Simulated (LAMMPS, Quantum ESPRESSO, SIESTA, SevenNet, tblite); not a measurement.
# Bulk modulus two ways: glassy 61Al2O3-39P2O5 (mol %) (104 atoms), tblite GFN1-xTB

The cell holds 104 atoms (22 Al, 14 P and 68 O). Recipe: 104 atoms (22 Al, 14 P, 68 O) placed at random at 2.66 g/cm³, melted at 4000 K for 10 ps at fixed volume with the Morse and Coulomb pair potential with partial charges (Pedone, Malavasi, Menziani, Cormack and Segre, J. Phys. Chem. B 110, 11780 (2006)). Quenched from 4000 K to 300 K at 50 K/ps and fixed volume, held 10 ps at zero pressure. Then the atoms were relaxed with SevenNet 0 in the fixed cell.

Calculated with tblite 0.8.0: tblite GFN1-xTB, tight binding with its own dispersion term; k-points Γ. The cell is scaled evenly by ±3 % in volume, and SevenNet 0 relaxes the atoms at each volume before the single point.

```
volume (Å³/atom)  energy less the middle row's (meV/atom)  pressure (GPa)
          11.748                                   19.073          11.865
          12.112                                    0.000           9.147
          12.475                                  -13.641           6.782
```

Task: Find the bulk modulus at the middle volume from the pressures and from the energies, and check the printed pressure against the slope of the energy (1 meV/Å³ = 0.16022 GPa).

Worked:

The step is h = 0.3633 Å³. From pressures: B = −V dP/dV = 12.112 × (11.865 − (6.782)) / (2 × 0.3633) = 84.7 GPa.

From energies: B = V d²E/dV² = 12.112 × (19.073 + (-13.641)) / 0.3633² = 498.3 meV/Å³ = 79.8 GPa.

Slope: P = −dE/dV = −(-13.641 − (19.073)) / (2 × 0.3633) = 45.0 meV/Å³ = 7.21 GPa, against 9.15 GPa printed.

The two moduli agree within 6 %.

A central difference over ±3 % overstates P by about B(1 + B′)(0.03)²/6, some 0.06 GPa for B′ = 4, which is small against the gap found. The atoms follow SevenNet 0, so this level's forces do work along the path, which enters the energies but not the printed pressures.

Limits: three points, a static cell at zero temperature, the cell shape held; the modulus is that at 9.1 GPa, not at zero pressure.

[Logs are printed without paths, hosts, clocks, repeated set-up lines and the standing remarks that a program may print on its own settings, such as how far it seeks lower states.]

[Hosts, paths, dates, database ids (printed as entryN), source tags and the programs' standing remarks are cut or masked in the printed files.]
